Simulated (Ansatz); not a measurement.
# Rh wire along [100], 21 atoms a period: bands along the axis, part 2 of 2

What gap, if any, does the Rh wire along [100], 21 atoms a period have, and how many channels would it open?

Ansatz 0.2.0; DFT PBE, plane waves, PAW; relaxation of a wire's period; PAW set soft_1 (the session's first sound run).

So far: The structure; The relaxed wire.

## (2) The relaxed wire (continued)

Step by step:

```tsv
step	energy less that of the first step (eV)	largest force component (eV/Å)	pressure (GPa)	volume (Å³)
1	0.0000	1.1016	-4.72	800.82
2	-0.6849	1.0208	4.41	768.27
3	-1.2532	0.1837	-0.67	779.93
4	-1.2828	0.0512	-0.09	776.30
5	-1.2846	0.0134	-0.04	776.05
6	-1.2851	0.0071	0.00	775.14
7*	-1.2779	0.0077	0.01	775.14
```

Relaxation steps marked * repeat the geometry before them on a plane-wave basis chosen anew for their cell, so energy and pressure can jump there.

The run keeps the 16 symmetry operations that it works with, so distortions that break them were not tested.

```tsv
cell as run	before	after	change
c (Å)	3.830	3.707	-3.2 %
```

The atoms that moved most (Å, along periodic axes as changes of fractional coordinates times the final cell, across vacuum about the mean position):

```tsv
atom	dx	dy	dz	length
Rh21	-0.075	-0.060	0.000	0.096
Rh19	-0.060	-0.075	0.000	0.096
Rh14	0.060	-0.075	0.000	0.096
Rh20	-0.075	0.060	0.000	0.096
Rh17	-0.060	0.075	0.000	0.096
Rh11	0.075	-0.060	0.000	0.096
Rh10	0.075	0.060	0.000	0.096
Rh12	0.060	0.075	0.000	0.096
```

Numbers from this step:

```yaml
energy_at_zero_smearing: -134442.6112 eV
cell_length_along_the_wire: 3.707 Å
```

The cell's length comes to 3.707 Å with spin left out.

## (3) The wire at its relaxed period

This step: DFT PBE, plane waves, PAW; bands of a perfect wire; PAW set soft_1 (Ansatz 0.2.0).

At the relaxed period the bands are computed along the axis; those that cross an energy going forward count the channels that a perfect wire would open there.

The input, input.yaml:

```yaml
crystal:
  lattice:
    - [14.46, 0.0, 0.0]
    - [0.0, 14.46, 0.0]
    - [0.0, 0.0, 3.7071854721]
  atoms:
    - { symbol: Rh, position: [0.239481087, 0.5, 0.0] }
    - { symbol: Rh, position: [0.363341776, 0.363341776, 0.0] }
    - { symbol: Rh, position: [0.363341776, 0.636658224, 0.0] }
    - { symbol: Rh, position: [0.5, 0.239481087, 0.0] }
    - { symbol: Rh, position: [0.5, 0.5, 0.0] }
    - { symbol: Rh, position: [0.5, 0.760518913, 0.0] }
    - { symbol: Rh, position: [0.636658224, 0.363341776, 0.0] }
    - { symbol: Rh, position: [0.636658224, 0.636658224, 0.0] }
    - { symbol: Rh, position: [0.760518913, 0.5, 0.0] }
    - { symbol: Rh, position: [0.240296085, 0.371733855, 0.5] }
    - { symbol: Rh, position: [0.240296085, 0.628266145, 0.5] }
    - { symbol: Rh, position: [0.371733855, 0.240296085, 0.5] }
    - { symbol: Rh, position: [0.369542272, 0.5, 0.5] }
    - { symbol: Rh, position: [0.371733855, 0.759703915, 0.5] }
    - { symbol: Rh, position: [0.5, 0.369542272, 0.5] }
    - { symbol: Rh, position: [0.5, 0.630457728, 0.5] }
    - { symbol: Rh, position: [0.628266145, 0.240296085, 0.5] }
    - { symbol: Rh, position: [0.630457728, 0.5, 0.5] }
    - { symbol: Rh, position: [0.628266145, 0.759703915, 0.5] }
    - { symbol: Rh, position: [0.759703915, 0.371733855, 0.5] }
    - { symbol: Rh, position: [0.759703915, 0.628266145, 0.5] }
kpoints:
  mp_grid: { grid: [1, 1, 22] }
  band_path: { path: ["Γ", Z], npoints: 90 }
scf:
  occupations: { method: fermi_dirac, width: 0.05 }
hamiltonian:
  xc: pbe
  pseudopotentials: { kind: paw, azcp: { folder: soft_1 } }
output:
  dos: { e_range: [-5, 4] }
  write_potential: true
  write_density: true
  volumetric_format: npy
```

Run with:

```bash
ansatz run input.yaml --threads 4 --pin off --max-ram 16384MiB --backend cpu --events-out ev --progress --plain --runs-dir out
```

Numbers of over 12 decimals in the logs are rounded to 6 here.

Output:

```text
[...]
Crystal: 21 atoms, lattice volume = 775.141 Å³
Basis set: ecut = 420 eV, 15177 PW (Γ)
Bands: 215, of which v1, the nominal top of the filled ones, is band 179 counted from 1 (178 counted from 0)
Symmetry: 16 space group operations
[...]
k-points: 12 of 22
[...]
SCF iter   1: F=—  HF=-134452.317649 eV  |F-HF|=—  |Δ(HF+E_count)|=         —  Δρ=5.61e-2  dr2=4.36e1  ethr=3.10e-3  ⟨swp⟩=7.2  Hψ=9892  notcnv=0  defer=81
[...]
SCF iter  11: F=-134442.756080 eV  HF=-134442.756080 eV  |F-HF|=4.60e-8  |Δ(HF+E_count)|=   2.72e-8  Δρ=2.62e-6  dr2=8.32e-8  ethr=2.80e-11  ⟨swp⟩=11.9  Hψ=8213  notcnv=0
SCF 1 converged in 11 iterations: F = -134442.756080 eV  dr2 = 8.32e-8
[...]
NSCF: frozen V_eff on 91 k-points
WARN: The output density's exchange-correlation potential varies sharply where the density is thin. Do not read a vacuum level from v_tot or v_xc, or from such a field of the output density. On a cell that repeats whose density bears no net charge and no dipole along the vacuum's axis use v_es (v_loc + v_h of the components); under efield.dipole_correction with no amplitude use v_es + v_field, which holds any externa [...]
SCF converged after 11 iterations
Free energy (F): -134442.756080 eV
[...]
Internal energy: -134442.466995 eV  (E = F + TS)
E sigma→0 (E₀):  -134442.611537 eV
Entropy (-TS):   -0.289085 eV (-13.766 meV/atom)
Fermi energy:    5.470017 eV
[...]
--- Band table (eV; the first three rows and the last of 12) ---
  k-point 0: bands = [... 175 lower, 5.4285, 5.5198, 5.5198, 5.5334, 5.5348, 5.6142, 5.7192, 5.7412, ... 32 higher]
  k-point 1: bands = [... 175 lower, 5.4233, 5.4565, 5.5160, 5.5467, 5.5467, 5.6004, 5.6884, 5.7165, ... 32 higher]
  k-point 2: bands = [... 175 lower, 5.4585, 5.4585, 5.4870, 5.5976, 5.5976, 5.6424, 5.6576, 5.6580, ... 32 higher]
  k-point 11: bands = [... 175 lower, 5.2454, 5.2611, 5.2611, 5.3261, 5.3261, 5.3301, 5.6509, 5.7218, ... 32 higher]
```

Elapsed: 11 min, on 4 threads of AMD EPYC 7571, shared host; peak memory 7.7 GiB; 42 min of CPU time.

The column dr2 measures how far the density is from self-consistency, as an energy; F and HF (Harris–Foulkes) agree once it is small.

This step gave:

- energy at zero smearing: -134442.6115 eV
- band gap: 0 eV

Electronic bands along the path, in eV, zero at the Fermi level; # counts the bands kept:

```tsv
point	#53	#54	#55	#56	#57	#58	#59	#60
Γ	-0.04	0.05	0.05	0.06	0.06	0.14	0.25	0.27
halfway	-0.26	-0.10	-0.10	-0.08	0.02	0.17	0.18	0.22
Z	-0.22	-0.21	-0.21	-0.14	-0.14	-0.14	0.18	0.25
```

Between Γ and Z the bands cross the Fermi level 9 times, so a perfect wire would conduct at least 9 G₀, with spin left out.

## (4) Outcome

| Quantity | Value |
| --- | --- |
| cell length, PBE | 3.707 Å |
| ballistic conductance by band crossings, a lower bound, PBE | 9 G₀ |

Under PBE the cell's length is 3.71 Å, and the bands cross the Fermi level 9 times between Γ and Z, which gives a perfect wire at least 9 G₀ (opposite crossings within one step of the path cancel in such a count). No spin was allowed, though thin wires with open d shells can turn magnetic.

[Logs are printed without paths, hosts, clocks, repeated set-up lines and the standing remarks that a program may print on its own settings, such as how far it seeks lower states.]

[Hosts, paths, dates, database ids (printed as entryN), source tags and the programs' standing remarks are cut or masked in the printed files.]
